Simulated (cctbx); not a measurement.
## Occupancies in ScVFeS4

Cell a = 7.1920 Å, b = 7.4850 Å, c = 10.3180 Å, α = 90.00°, β = 90.00°, γ = 90.00°; space group Imma (no. 74); nominal formula ScVFeS4.

The data are simulated with cctbx, not measured: synchrotron X-rays, λ = 0.6889 Å, to d = 0.84 Å, 95 % of the full sphere, strongest reflection 20000 counts, noise from counting, a 2 % proportional error and a noise floor of 2 counts (s.d.); no absorption.

With every site full:

```text
Rint 0.024, 292 unique reflections to 0.84 A
cycle     R1     wR2    GooF  max shift (A)
   1  0.0741  0.1658   7.482   0.00113
   2  0.0284  0.0664   2.998   0.00001
final R1 0.0284 wR2 0.0664 GooF 2.998  parameters 24  data/parameter 12.2
atom        x        y        z      Ueq    occ   su(xyz)  su(Uiso or U11)
Fe1    0.00000  0.25000  0.37288   0.0155  1.000  0.00011  0.0006
V2     0.25000  0.75000  0.25000   0.0079  1.000  0.00000  0.0006
Sc1    0.00000  0.00000  0.00000   0.0144  1.000  0.00000  0.0007
S1     0.25973  0.75000  0.48610   0.0157  1.000  0.00018  0.0007
S2     0.00000  0.97765  0.24809   0.0132  1.000  0.00018  0.0007
difference map: max 1.11 min -0.79 rms 0.14
Q1    0.2019  0.2500  0.7594    8    1.12  0.36 A from V2
Q2    0.0000  0.9902  0.2422    8    0.36  0.11 A from S2
Q3    0.2462  0.2500  0.5143    8    0.25  0.10 A from S1
Q4    0.2500  0.0191  0.7500    8    0.23  1.73 A from V2
Q5    0.0000  0.0615  0.5290    8    0.21  2.14 A from Fe1
Q6    0.0708  0.2500  0.6621    8    0.20  1.58 A from V2
```

With the occupancies of the suspect sites free, each still typed as its main element:

```text
Rint 0.024, 292 unique reflections to 0.84 A
cycle     R1     wR2    GooF  max shift (A)
   1  0.0585  0.1366   6.188   0.00099
   3  0.0102  0.0226   1.023   0.00000
final R1 0.0102 wR2 0.0226 GooF 1.023  parameters 26  data/parameter 11.2
atom        x        y        z      Ueq    occ   su(xyz)  su(Uiso or U11)
Fe1    0.00000  0.25000  0.37292   0.0123  0.939  0.00004  0.0002
V2     0.25000  0.75000  0.25000   0.0125  1.073  0.00000  0.0002
Sc1    0.00000  0.00000  0.00000   0.0149  1.000  0.00000  0.0003
S1     0.25975  0.75000  0.48610   0.0161  1.000  0.00006  0.0002
S2     0.00000  0.97779  0.24809   0.0134  1.000  0.00006  0.0002
su of occupancy Fe1: 0.002
su of occupancy V2: 0.003
difference map: max 0.19 min -0.19 rms 0.05
Q1    0.2500  0.9923  0.2500    8    0.21  1.80 A from S2
Q2    0.0834  0.2500  0.4307    8    0.20  0.85 A from Fe1
Q3    0.0913  0.2500  0.0768    8    0.17  1.42 A from S1
Q4    0.0961  0.2500  0.5485    8    0.17  1.23 A from S1
Q5    0.1589  0.2500  0.8687    8    0.16  1.35 A from S1
Q6    0.0000  0.0357  0.5313    8    0.15  2.28 A from S2
```

**Question.** What is the disorder?

X-rays count electrons. Fe1 refines to 0.939(0.002), or 24.4 electrons; the site truly holds 0.6 Fe and 0.4 V, 24.8 electrons, which is 0.954 of Fe; V2 refines to 1.073(0.003), or 24.7 electrons; the site truly holds 0.6 V and 0.4 Fe, 24.2 electrons, which is 1.052 of V. A value under 1 can't tell vacancies from a lighter guest, and one over 1 needs a heavier guest; chemistry or a second radiation must settle which. Occupancy correlates with U and the scale, and the two elements' form factors differ in shape, so the match is approximate.

Freeing them takes R1 from 0.0284 to 0.0102 and GooF from 3.00 to 1.02.

The model was made for the exercise: a known structure type with other elements put in, its volume estimated, not relaxed; displacement parameters are assumed.

[Middle refinement cycles are left out of these outputs.]

[Logs are printed without paths, hosts, clocks, repeated set-up lines and the standing remarks that a program may print on its own settings, such as how far it seeks lower states.]
